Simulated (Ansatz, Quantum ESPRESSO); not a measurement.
# Predicting the next point of a tunnelling series: a In chain with one bond drawn out

How the rows were computed: Quantum ESPRESSO 7.5 (pw.x, pwcond.x), PBE, GBRV ultrasoft; geometry as built. T is the transmission per spin at the Fermi level. The series steps the stretch of one bond.

| added stretch (Å) | T |
| --- | --- |
| 0.5 | 2.75 |
| 1.2 | 1.64 |
| 2 | 0.495 |
| 3 | 0.0808 |

One more run was made and is withheld. What is T at 4 Å?

**Worked estimate.** In the tunnelling regime ln T falls linearly. The last two rows give a slope of ln(0.495/0.0808)/(3 − 2) = 1.813 per Å, so T(4) ≈ 0.0808 × exp(−1.813 × 1) = 0.0132.

**The withheld run.** T = 0.0135; the estimate is 0.98 times that. The slope over the last interval is 1.790: the same within 8 %. A second code, Ansatz 0.2.0, gives 0.0109.

**Limits.** Short leads, unrelaxed atoms, a barrier without the image potential.
